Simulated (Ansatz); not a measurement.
**Al wire along [100], 45 atoms a period: bands along the axis**

Wanted: the relaxed geometry and the bands of the Al wire along [100], 45 atoms a period.

Method: DFT PBE, plane waves, PAW; relaxation of a wire's period; PAW set soft_1, in the first sound run; inputs show where later runs differ, in Ansatz 0.2.0.

**1. Set-up**

The cell holds 45 atoms: 45 Al. Cell: a = 18.920 Å, b = 18.920 Å, c = 4.040 Å, α = 90.0°, β = 90.0°, γ = 90.0°. Vacuum lies along a and b. The structure's axis is c.

**2. The relaxed wire**

Band widths follow the bond lengths, so the wire is relaxed first. The atoms and the third cell vector are free; the box across stays fixed as vacuum. A Fermi-Dirac smearing is set since the result may be a metal. The pressure printed is a third of the stress's trace over the whole box, vacuum included; only the stress along the axis is relaxed.

Input file input.yaml:

```yaml
crystal:
  lattice:
    - [18.92, 0.0, 0.0]
    - [0.0, 18.92, 0.0]
    - [0.0, 0.0, 4.04]
  atoms:
    - { symbol: Al, position: [0.179704017, 0.393234672, 0.0] }
    - { symbol: Al, position: [0.179704017, 0.606765328, 0.0] }
    - { symbol: Al, position: [0.286469345, 0.286469345, 0.0] }
    - { symbol: Al, position: [0.286469345, 0.5, 0.0] }
    - { symbol: Al, position: [0.286469345, 0.713530655, 0.0] }
    - { symbol: Al, position: [0.393234672, 0.179704017, 0.0] }
    - { symbol: Al, position: [0.393234672, 0.393234672, 0.0] }
    - { symbol: Al, position: [0.393234672, 0.606765328, 0.0] }
    - { symbol: Al, position: [0.393234672, 0.820295983, 0.0] }
    - { symbol: Al, position: [0.5, 0.286469345, 0.0] }
    - { symbol: Al, position: [0.5, 0.5, 0.0] }
    - { symbol: Al, position: [0.5, 0.713530655, 0.0] }
    - { symbol: Al, position: [0.606765328, 0.179704017, 0.0] }
    - { symbol: Al, position: [0.606765328, 0.393234672, 0.0] }
    - { symbol: Al, position: [0.606765328, 0.606765328, 0.0] }
    - { symbol: Al, position: [0.606765328, 0.820295983, 0.0] }
    - { symbol: Al, position: [0.713530655, 0.286469345, 0.0] }
    - { symbol: Al, position: [0.713530655, 0.5, 0.0] }
    - { symbol: Al, position: [0.713530655, 0.713530655, 0.0] }
    - { symbol: Al, position: [0.820295983, 0.393234672, 0.0] }
    - { symbol: Al, position: [0.820295983, 0.606765328, 0.0] }
    - { symbol: Al, position: [0.179704017, 0.286469345, 0.5] }
    - { symbol: Al, position: [0.179704017, 0.5, 0.5] }
    - { symbol: Al, position: [0.179704017, 0.713530655, 0.5] }
    - { symbol: Al, position: [0.286469345, 0.179704017, 0.5] }
    - { symbol: Al, position: [0.286469345, 0.393234672, 0.5] }
    - { symbol: Al, position: [0.286469345, 0.606765328, 0.5] }
    - { symbol: Al, position: [0.286469345, 0.820295983, 0.5] }
    - { symbol: Al, position: [0.393234672, 0.286469345, 0.5] }
    - { symbol: Al, position: [0.393234672, 0.5, 0.5] }
    - { symbol: Al, position: [0.393234672, 0.713530655, 0.5] }
    - { symbol: Al, position: [0.5, 0.179704017, 0.5] }
    - { symbol: Al, position: [0.5, 0.393234672, 0.5] }
    - { symbol: Al, position: [0.5, 0.606765328, 0.5] }
    - { symbol: Al, position: [0.5, 0.820295983, 0.5] }
    - { symbol: Al, position: [0.606765328, 0.286469345, 0.5] }
    - { symbol: Al, position: [0.606765328, 0.5, 0.5] }
    - { symbol: Al, position: [0.606765328, 0.713530655, 0.5] }
    - { symbol: Al, position: [0.713530655, 0.179704017, 0.5] }
    - { symbol: Al, position: [0.713530655, 0.393234672, 0.5] }
    - { symbol: Al, position: [0.713530655, 0.606765328, 0.5] }
    - { symbol: Al, position: [0.713530655, 0.820295983, 0.5] }
    - { symbol: Al, position: [0.820295983, 0.286469345, 0.5] }
    - { symbol: Al, position: [0.820295983, 0.5, 0.5] }
    - { symbol: Al, position: [0.820295983, 0.713530655, 0.5] }
kpoints:
  mp_grid: { grid: [1, 1, 20] }
scf:
  occupations: { method: fermi_dirac, width: 0.05 }
hamiltonian:
  xc: pbe
  pseudopotentials: { kind: paw, azcp: { folder: soft_1 } }
relax:
  cell: { fix: [a, b, alpha, beta, gamma] }
  max_steps: 45
  f_tol: 0.03
```

Run with:

```bash
$ ansatz run input.yaml --threads 16 --pin off --max-ram 61440MiB --backend cuda --events-out ev --progress --plain --runs-dir out --max-vram 78GiB
```

Numbers of over 12 decimals in the logs are rounded to 6 here.

What it wrote:

```text
Engine: ansatz 0.2.0, aarch64-unknown-linux-gnu
Pseudopotentials: kind: paw
Pseudopotential: Al, paw, valence charge 3, recommended cutoff 420 eV (normal), soft_1/Al.paw.azcp
Functional definition: PBE
  parameter kappa = 0.804
  parameter beta = 0.066725
  exchange = pbe_x(kappa = kappa, mu = beta*pi^2/3)
  correlation = pbe_c(beta = beta)
[...]
Crystal: 45 atoms, lattice volume = 1446.184 Å³
Basis set: ecut = 420 eV, 28337 PW (Γ), exchange–correlation on 256×256×60 points (8 copies of the dense FFT grid, shifted against one another)
Bands: 113, of which v1, the nominal top of the filled ones, is band 68 counted from 1 (67 counted from 0)
Symmetry: 16 space group operations
Space group: P4/mmm (ITA 123), of the structure as read, at distance tolerance 1.1e-4 Å
k-points: 11 of 20
Non-local potential: Al, projectors of the file, l = 0: 2, l = 1: 2, l = 2: 1
PAW form: soft (Blöchl's): semilocal exchange-correlation on the pseudo side does not see the compensation charge
PAW one-centre angular grid: Al, 110 points (default); XC on 64 Gauss nodes
Initial density: superposition of atomic densities (neutral atoms: chi_scale 0, normalization atom)
Initial wavefunctions: pseudopotential atomic-orbital guess
[...]
Functional: x = pbe(κ = 0.804, μ = 0.219515), c = pbe(β = 0.066725)
SCF iter   1: F=—  HF=-24183.667259 eV  |F-HF|=—  |Δ(HF+E_count)|=         —  Δρ=2.17e-2  dr2=9.96e1  ethr=3.10e-3  ⟨swp⟩=7.6  Hψ=6389  notcnv=0  defer=157
preconditioner: auto → LDOS  [metal: Δε(μ)=0.021 eV  Ē_g=6.299 eV  σ=0.050 eV  W_gap=0.10  n_scr=146 (ndim 8)  ℏωp=11.3 eV  f_vac=0.257  D(μ)=24.17/eV (n_scr^D=130)  β→1.0]
SCF iter   2: F=—  HF=-24175.868307 eV  |F-HF|=—  |Δ(HF+E_count)|=    7.80e0  Δρ=1.25e-2  dr2=1.09e1  ethr=3.10e-3  ⟨swp⟩=4.0  Hψ=2984  notcnv=0  defer=258
[...]
SCF iter   9: F=-24174.899724 eV  HF=-24174.899724 eV  |F-HF|=6.49e-9  |Δ(HF+E_count)|=   1.28e-8  Δρ=3.96e-7  dr2=9.71e-9  ethr=7.41e-11  ⟨swp⟩=4.7  Hψ=3614  notcnv=0
SCF 1 converged in 9 iterations: F = -24174.899724 eV  dr2 = 9.71e-9
  greatest PAW one-centre occupation: 0.506 electrons in one spin orbital (limit 2), on the Al atom at site 44 (counted from 0), in its partial waves of l = 0
relax step   1: F+E_penalty+E_count = -24174.89972392 eV  Δ(F+E_penalty+E_count) = +0.000e0 eV  max|allowed force component| = 2.382e-1 eV/Å  Δτ_max = 0.0000 Å  P = -0.977 GPa  Ω = 1446.184 Å³  fix = [a, b, alpha, beta, gamma]  reactions: a -0.753, b -0.753 GPa  (9 SCF iters, dr2 threshold 1.00e-7 eV, accepted)
[...]
Crystal: 45 atoms, lattice volume = 1415.254 Å³
Basis set: ecut = 420 eV, 27777 PW (Γ), exchange–correlation on 256×256×60 points (8 copies of the dense FFT grid, shifted against one another)
[...]
iter 1 solved again at ethr=5.27e-4 eV; its pass at ethr=3.10e-3 eV (dr2=7.12e-1 eV) is discarded
SCF iter   1: F=—  HF=-24175.307713 eV  |F-HF|=—  |Δ(HF+E_count)|=         —  Δρ=2.39e-3  dr2=7.51e-1  ethr=5.27e-4  ⟨swp⟩=8.0  Hψ=6557  notcnv=0  defer=8
preconditioner: auto → LDOS  [metal: Δε(μ)=0.022 eV  Ē_g=6.198 eV  σ=0.050 eV  W_gap=0.11  n_scr=138 (ndim 8)  ℏωp=11.5 eV  f_vac=0.297  D(μ)=19.10/eV (n_scr^D=68)  β→1.0]
SCF iter   2: F=—  HF=-24175.230238 eV  |F-HF|=—  |Δ(HF+E_count)|=   7.75e-2  Δρ=1.09e-3  dr2=5.55e-2  ethr=5.27e-4  ⟨swp⟩=3.4  Hψ=2243  notcnv=0  defer=117
[...]
SCF iter   6: F=-24175.223998 eV  HF=-24175.223998 eV  |F-HF|=1.96e-9  |Δ(HF+E_count)|=   8.61e-7  Δρ=3.70e-6  dr2=4.00e-7  ethr=3.33e-9  ⟨swp⟩=5.0  Hψ=3660  notcnv=0
SCF 2 converged in 6 iterations: F = -24175.223998 eV  dr2 = 4.00e-7
  greatest PAW one-centre occupation: 0.499 electrons in one spin orbital (limit 2), on the Al atom at site 44 (counted from 0), in its partial waves of l = 0
relax step   2: F+E_penalty+E_count = -24175.22399846 eV  Δ(F+E_penalty+E_count) = -3.243e-1 eV  max|allowed force component| = 6.598e-2 eV/Å  Δτ_max = 0.1432 Å  P = +0.363 GPa  Ω = 1415.254 Å³  energy of the carried Pulay correction = +3.526e-3 eV  fix = [a, b, alpha, beta, gamma]  reactions: a +0.356, b +0.356 GPa  (6 SCF iters, dr2 threshold 4.50e-6 eV, accepted)
[...]
Crystal: 45 atoms, lattice volume = 1419.560 Å³
[...]
iter 1 solved again at ethr=1.61e-4 eV; its pass at ethr=3.10e-3 eV (dr2=2.17e-1 eV) is discarded
[...]
SCF 3 converged in 6 iterations: F = -24175.248285 eV  dr2 = 6.43e-8
[...]
relax step   3: F+E_penalty+E_count = -24175.24828509 eV  Δ(F+E_penalty+E_count) = -2.429e-2 eV  max|allowed force component| = 1.802e-2 eV/Å  Δτ_max = 0.0369 Å  P = +0.010 GPa  Ω = 1419.560 Å³  energy of the carried Pulay correction = +3.030e-3 eV  fix = [a, b, alpha, beta, gamma]  reactions: a +0.022, b +0.022 GPa  (6 SCF iters, dr2 threshold 3.55e-7 eV, accepted)
[...]
SCF 4 converged in 5 iterations: F = -24175.245629 eV  dr2 = 3.62e-11
[...]
relax step   4: F+E_penalty+E_count = -24175.24562882 eV  Δ(F+E_penalty+E_count) = +2.656e-3 eV  max|allowed force component| = 1.803e-2 eV/Å  Δτ_max = 0.0000 Å  P = +0.007 GPa  Ω = 1419.560 Å³  fix = [a, b, alpha, beta, gamma]  reactions: a +0.020, b +0.020 GPa  stress off target by 1.85e-2 GPa on what of the cell is left free  SCF on the basis re-selected at this cell (its energy is not comparable with the rows above)  (5 SCF iters)
[...]
SCF converged after 5 iterations
[...]
k-point 10: bands = ["-6.4117", "-6.3693", "-5.8998", "-5.8998", "-5.8249", "-5.8249", "-5.3585", "-5.2239", "-5.0827", "-5.0246", "-5.0230", "-4.9211", "-4.4985", "-4.4985", "-4.3121", "-4.3121", "-3.9390", "-3.9390", "-3.8351", "-3.8351", "-3.5662", "-3.4827", "-3.4571", "-3.1742", "-3.1590", "-2.7787", "-2.6557", "-2.5861", "-2.5167", "-2.4256", "-2.4256", "-2.4204", "-2.2311", "-2.2311", "-1.7341", "-1.7341", " [...]
--- Relaxed structure (3 steps of the walk, 3 accepted, 1 SCFs on fresh bases) ---
  F+E_penalty+E_count = -24175.24562882 eV   max|allowed force component| = 1.803e-2 eV/Å   (the final SCF, on the basis selected at the relaxed cell)
  cell:  # Å, volume = 1419.5597 Å³
    - [18.92, 0, 0]
    - [0, 18.92, 0.0]
    - [0, 0.0, 3.965623]
  atoms:
    - { symbol: Al, position: [0.177858, 0.392213, 0] }
    - { symbol: Al, position: [0.177858, 0.607787, 0] }
    - { symbol: Al, position: [0.289323, 0.289323, 0] }
    - { symbol: Al, position: [0.284701, 0.5, 0] }
    - { symbol: Al, position: [0.289323, 0.710677, 0] }
    - { symbol: Al, position: [0.392213, 0.177858, 0] }
    - { symbol: Al, position: [0.393878, 0.393878, 0] }
    - { symbol: Al, position: [0.393878, 0.606122, 0] }
    - { symbol: Al, position: [0.392213, 0.822142, 0] }
    - { symbol: Al, position: [0.5, 0.284701, 0] }
    - { symbol: Al, position: [0.5, 0.5, 0] }
    - { symbol: Al, position: [0.5, 0.715299, 0] }
    - { symbol: Al, position: [0.607787, 0.177858, 0] }
    - { symbol: Al, position: [0.606122, 0.393878, 0] }
    - { symbol: Al, position: [0.606122, 0.606122, 0] }
    - { symbol: Al, position: [0.607787, 0.822142, 0] }
    - { symbol: Al, position: [0.710677, 0.289323, 0] }
    - { symbol: Al, position: [0.715299, 0.5, 0] }
    - { symbol: Al, position: [0.710677, 0.710677, 0] }
    - { symbol: Al, position: [0.822142, 0.392213, 0] }
    - { symbol: Al, position: [0.822142, 0.607787, 0] }
    - { symbol: Al, position: [0.185471, 0.290351, 0.5] }
    - { symbol: Al, position: [0.175837, 0.5, 0.5] }
    - { symbol: Al, position: [0.185471, 0.709649, 0.5] }
    - { symbol: Al, position: [0.290351, 0.185471, 0.5] }
    - { symbol: Al, position: [0.287202, 0.395899, 0.5] }
    - { symbol: Al, position: [0.287202, 0.604101, 0.5] }
    - { symbol: Al, position: [0.290351, 0.814529, 0.5] }
    - { symbol: Al, position: [0.395899, 0.287202, 0.5] }
    - { symbol: Al, position: [0.392311, 0.5, 0.5] }
    - { symbol: Al, position: [0.395899, 0.712798, 0.5] }
    - { symbol: Al, position: [0.5, 0.175837, 0.5] }
    - { symbol: Al, position: [0.5, 0.392311, 0.5] }
    - { symbol: Al, position: [0.5, 0.607689, 0.5] }
    - { symbol: Al, position: [0.5, 0.824163, 0.5] }
    - { symbol: Al, position: [0.604101, 0.287202, 0.5] }
    - { symbol: Al, position: [0.607689, 0.5, 0.5] }
    - { symbol: Al, position: [0.604101, 0.712798, 0.5] }
    - { symbol: Al, position: [0.709649, 0.185471, 0.5] }
    - { symbol: Al, position: [0.712798, 0.395899, 0.5] }
    - { symbol: Al, position: [0.712798, 0.604101, 0.5] }
    - { symbol: Al, position: [0.709649, 0.814529, 0.5] }
    - { symbol: Al, position: [0.814529, 0.290351, 0.5] }
    - { symbol: Al, position: [0.824163, 0.5, 0.5] }
    - { symbol: Al, position: [0.814529, 0.709649, 0.5] }
```

Run time: 4.5 s. Hardware: 1 × NVIDIA GB200 with 16 threads of Arm Neoverse V2, shared host; peak memory 1.3 GiB.

Relaxation path:

```csv
step,energy less that of the first step (eV),largest force component (eV/Å),pressure (GPa),volume (Å³)
1,0.0000,0.2382,-0.98,1446.18
2,-0.3243,0.0660,0.36,1415.25
3,-0.3486,0.0180,0.01,1419.56
4,-0.3459,0.0180,0.01,1419.56
```

The log counts 1 steps on a newly chosen plane-wave basis, not all of them marked here; energy and pressure can jump at such steps.

The run keeps the 16 symmetry operations that it works with, so distortions that break them were not tested.

```csv
cell as run,before,after,change
c (Å),4.040,3.966,-1.8 %
```

The atoms that moved most (Å, along periodic axes as changes of fractional coordinates times the final cell, across vacuum about the mean position):

```csv
atom,dx,dy,dz,length
Al39,-0.073,0.109,0.000,0.132
Al24,0.109,-0.073,0.000,0.132
Al25,0.073,0.109,0.000,0.132
Al22,0.109,0.073,0.000,0.132
Al45,-0.109,-0.073,0.000,0.132
Al42,-0.073,-0.109,0.000,0.132
Al43,-0.109,0.073,0.000,0.132
Al28,0.073,-0.109,0.000,0.132
```

Numbers from this step:

```
energy at zero smearing    : -24175.1638 eV
cell length along the wire : 3.966 Å
```

The cell's length comes to 3.966 Å with spin left out.

**3. Bands of the perfect wire**

This step: DFT PBE, plane waves, PAW; bands of a perfect wire; PAW set soft_1 (Ansatz 0.2.0).

At the relaxed period the bands are computed along the axis; those that cross an energy going forward count the channels that a perfect wire would open there.

Input file input.yaml:

```yaml
crystal:
  lattice:
    - [18.92, 0.0, 0.0]
    - [0.0, 18.92, 0.0]
    - [0.0, 0.0, 3.9656226866]
  atoms:
    - { symbol: Al, position: [0.177858048, 0.392212986, 0.0] }
    - { symbol: Al, position: [0.177858048, 0.607787014, 0.0] }
    - { symbol: Al, position: [0.289322851, 0.289322851, 0.0] }
    - { symbol: Al, position: [0.284701332, 0.5, 0.0] }
    - { symbol: Al, position: [0.289322851, 0.710677149, 0.0] }
    - { symbol: Al, position: [0.392212986, 0.177858048, 0.0] }
    - { symbol: Al, position: [0.393877703, 0.393877703, 0.0] }
    - { symbol: Al, position: [0.393877703, 0.606122297, 0.0] }
    - { symbol: Al, position: [0.392212986, 0.822141952, 0.0] }
    - { symbol: Al, position: [0.5, 0.284701332, 0.0] }
    - { symbol: Al, position: [0.5, 0.5, 0.0] }
    - { symbol: Al, position: [0.5, 0.715298668, 0.0] }
    - { symbol: Al, position: [0.607787014, 0.177858048, 0.0] }
    - { symbol: Al, position: [0.606122297, 0.393877703, 0.0] }
    - { symbol: Al, position: [0.606122297, 0.606122297, 0.0] }
    - { symbol: Al, position: [0.607787014, 0.822141952, 0.0] }
    - { symbol: Al, position: [0.710677149, 0.289322851, 0.0] }
    - { symbol: Al, position: [0.715298668, 0.5, 0.0] }
    - { symbol: Al, position: [0.710677149, 0.710677149, 0.0] }
    - { symbol: Al, position: [0.822141952, 0.392212986, 0.0] }
    - { symbol: Al, position: [0.822141952, 0.607787014, 0.0] }
    - { symbol: Al, position: [0.185471011, 0.290351322, 0.5] }
    - { symbol: Al, position: [0.175836922, 0.5, 0.5] }
    - { symbol: Al, position: [0.185471011, 0.709648678, 0.5] }
    - { symbol: Al, position: [0.290351322, 0.185471011, 0.5] }
    - { symbol: Al, position: [0.287202007, 0.395898575, 0.5] }
    - { symbol: Al, position: [0.287202007, 0.604101425, 0.5] }
    - { symbol: Al, position: [0.290351322, 0.814528989, 0.5] }
    - { symbol: Al, position: [0.395898575, 0.287202007, 0.5] }
    - { symbol: Al, position: [0.392311099, 0.5, 0.5] }
    - { symbol: Al, position: [0.395898575, 0.712797993, 0.5] }
    - { symbol: Al, position: [0.5, 0.175836922, 0.5] }
    - { symbol: Al, position: [0.5, 0.392311099, 0.5] }
    - { symbol: Al, position: [0.5, 0.607688901, 0.5] }
    - { symbol: Al, position: [0.5, 0.824163078, 0.5] }
    - { symbol: Al, position: [0.604101425, 0.287202007, 0.5] }
    - { symbol: Al, position: [0.607688901, 0.5, 0.5] }
    - { symbol: Al, position: [0.604101425, 0.712797993, 0.5] }
    - { symbol: Al, position: [0.709648678, 0.185471011, 0.5] }
    - { symbol: Al, position: [0.712797993, 0.395898575, 0.5] }
    - { symbol: Al, position: [0.712797993, 0.604101425, 0.5] }
    - { symbol: Al, position: [0.709648678, 0.814528989, 0.5] }
    - { symbol: Al, position: [0.814528989, 0.290351322, 0.5] }
    - { symbol: Al, position: [0.824163078, 0.5, 0.5] }
    - { symbol: Al, position: [0.814528989, 0.709648678, 0.5] }
kpoints:
  mp_grid: { grid: [1, 1, 21] }
  band_path: { path: ["Γ", Z], npoints: 90 }
scf:
  occupations: { method: fermi_dirac, width: 0.05 }
hamiltonian:
  xc: pbe
  pseudopotentials: { kind: paw, azcp: { folder: soft_1 } }
output:
  dos: { e_range: [-5, 4] }
  write_potential: true
  write_density: true
  volumetric_format: npy
```

What it wrote:

```text
[...]
device memory: the entry about to start is reckoned to put 25.3 GiB on a device that reports 155.5 GiB free (of which the cap on the GPU budget leaves the run 78.0 GiB)
GPU FFT provider: cuFFT
GPU libraries: cuBLAS 13.8.1, cuFFT 12.4.0, cuSOLVER 12.3.2
GPU matrix products: emulated (plane waves: as basis.precision tells), large ones in fixed point in workspaces of 1.00 GiB
Crystal: 45 atoms, lattice volume = 1419.560 Å³
Basis set: ecut = 420 eV, 27841 PW (Γ)
Bands: 113, of which v1, the nominal top of the filled ones, is band 68 counted from 1 (67 counted from 0)
[... 1 set-up line as in the run before ...]
[...]
k-points: 11 of 21
[...]
GPU buffer pool allocated for 442368 grid points (all kernels)
GPU transforms: local potential and band sums: pruned to the plane-wave sphere, on 125×125×27
[...]
SCF iter   1: F=—  HF=-24184.482419 eV  |F-HF|=—  |Δ(HF+E_count)|=         —  Δρ=2.24e-2  dr2=9.77e1  ethr=3.10e-3  ⟨swp⟩=7.5  Hψ=6519  notcnv=0  defer=162
[...]
SCF iter   9: F=-24175.274130 eV  HF=-24175.274130 eV  |F-HF|=8.75e-9  |Δ(HF+E_count)|=   5.91e-8  Δρ=6.48e-7  dr2=2.13e-8  ethr=7.41e-11  ⟨swp⟩=41.0  Hψ=9421  notcnv=0
SCF 1 converged in 9 iterations: F = -24175.274130 eV  dr2 = 2.13e-8
[...]
NSCF: frozen V_eff on 91 k-points
WARN: The output density's exchange-correlation potential varies sharply where the density is thin. Do not read a vacuum level from v_tot or v_xc, or from such a field of the output density. On a cell that repeats whose density bears no net charge and no dipole along the vacuum's axis use v_es (v_loc + v_h of the components); under efield.dipole_correction with no amplitude use v_es + v_field, which holds any externa [...]
SCF converged after 9 iterations
Free energy (F): -24175.274130 eV
[...]
Internal energy: -24175.130317 eV  (E = F + TS)
E sigma→0 (E₀):  -24175.202223 eV
Entropy (-TS):   -0.143814 eV (-3.196 meV/atom)
Fermi energy:    2.282410 eV
[...]
--- Band table (eV; the first three rows and the last of 11) ---
  k-point 0: bands = [... 64 lower, 2.5208, 2.5350, 2.5729, 2.6219, 2.6219, 2.6671, 2.9393, 3.0061, ... 41 higher]
  k-point 1: bands = [... 64 lower, 2.5493, 2.6245, 2.6819, 2.6819, 2.8111, 2.8990, 2.9491, 3.0329, ... 41 higher]
  k-point 2: bands = [... 64 lower, 2.5723, 2.5723, 2.6154, 2.6265, 2.6265, 2.6379, 2.9853, 2.9853, ... 41 higher]
  k-point 10: bands = [... 64 lower, 1.4908, 1.4908, 1.7350, 1.7350, 1.7550, 2.0083, 2.0083, 2.2946, ... 41 higher]
```

Wall time 6.5 s (1 × NVIDIA GB200 with 16 threads); peak memory 1.6 GiB.

The column dr2 measures how far the density is from self-consistency, as an energy; F and HF (Harris–Foulkes) agree once it is small.

This step gave:

- energy at zero smearing: -24175.2022 eV
- band gap: 0 eV

Electronic bands along the path, in eV, zero at the Fermi level; # counts the bands kept:

```csv
point,#35,#36,#37,#38,#39,#40,#41,#42
Γ,0.24,0.25,0.29,0.34,0.34,0.38,0.66,0.72
halfway,-0.65,-0.47,-0.46,-0.46,0.12,0.21,0.21,0.54
Z,-0.72,-0.72,-0.68,-0.62,-0.62,-0.09,-0.09,-0.08
```

Between Γ and Z the bands cross the Fermi level 28 times, so a perfect wire would conduct at least 28 G₀, with spin left out.

**4. Results**

| Property | Result |
| --- | --- |
| cell length, PBE | 3.966 Å |
| ballistic conductance by band crossings, a lower bound, PBE | 28 G₀ |

In words: Under PBE the cell's length is 3.97 Å, and the bands cross the Fermi level 28 times between Γ and Z, which gives a perfect wire at least 28 G₀ (opposite crossings within one step of the path cancel in such a count).

[Logs are printed without paths, hosts, clocks, repeated set-up lines and the standing remarks that a program may print on its own settings, such as how far it seeks lower states.]

[Hosts, paths, dates, database ids (printed as entryN), source tags and the programs' standing remarks are cut or masked in the printed files.]
